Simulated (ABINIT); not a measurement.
## AlN (P6_3mc): refractive index against wavelength

The refractive index of AlN (P6_3mc) along x below the direct gap (4.22 eV on the mesh) is read from one computed spectrum, n = √(Re ε). x, y and z are the Cartesian axes of the input cell.

The structure is hexagonal, space group P6_3mc (No. 186). Conventional cell: a = 3.113 Å, b = 3.113 Å, c = 4.981 Å, α = 90.00°, β = 90.00°, γ = 120.00°. Al on site b is surrounded by 4 N at 1.89 Å. Around N on site b lie 4 Al at 1.89 Å.

Method: ABINIT 10.8.3, PBE, independent particles, k-mesh 12×12×7, Lorentzian half width 0.05 eV.

Launch of the response step: `optic optic.abi`. The run took 62 s, its band step included, on 4 threads of Intel(R) Xeon(R) Platinum 8488C (Sapphire Rapids) (shared host).

| wavelength (nm) | photon energy E (eV) | n |
| --- | --- | --- |
| 1310 | 0.946 | 2.1326 |
| 1064 | 1.165 | 2.1380 |
| 850 | 1.459 | ? |
| 700 | 1.771 | 2.1598 |
| 633 | 1.959 | 2.1687 |
| 532 | 2.331 | 2.1900 |
| 450 | 2.755 | 2.2210 |

In the single-oscillator model n² − 1 = E₀E_d/(E₀² − E²), so 1/(n² − 1) = E₀/E_d − E²/(E₀E_d) is linear in E².

Working, on the rows shown:

| x = E² (eV²) | y = 1/(n² − 1) |
| --- | --- |
| 0.895757 | 0.28185 |
| 1.35784 | 0.28003 |
| 3.13716 | 0.272871 |
| 3.83641 | 0.270032 |
| 5.43137 | 0.263428 |
| 7.59115 | 0.254269 |

Means: x̄ = 3.7083, ȳ = 0.27041. Σ(x − x̄)(y − ȳ) = -0.1309, Σ(x − x̄)² = 31.82. Slope = -0.1309 / 31.82 = -0.004115; intercept = ȳ − slope · x̄ = 0.28567. Turned back into n, the line misses the rows shown by at most 0.00058.

Q: Predict the last column of the withheld row from the fit.

A: At x = 2.1276 the line gives y = 0.27692, that is 2.1474. The run gave 2.1473, so the interpolation is off by 6.7e-05, 0.1 % of the range in the table.

Refitted with all rows, the slope is -0.004116 and the intercept 0.28568. These give E₀ = √(intercept/−slope) = 8.33 eV and E_d = E₀/intercept = 29.2 eV; E₀ is 2.0 times the direct gap. The electronic limit at long wavelengths, without lattice vibrations, is n = √(1 + 1/intercept) = 2.121. The cell comes from an older database entry, whose edges can be off by a per cent or so. Excitons are left out and so are local fields; PBE gaps are as a rule too small. The values come from a sum over the points of one k-mesh and carry its error, which grows as the direct gap shrinks.
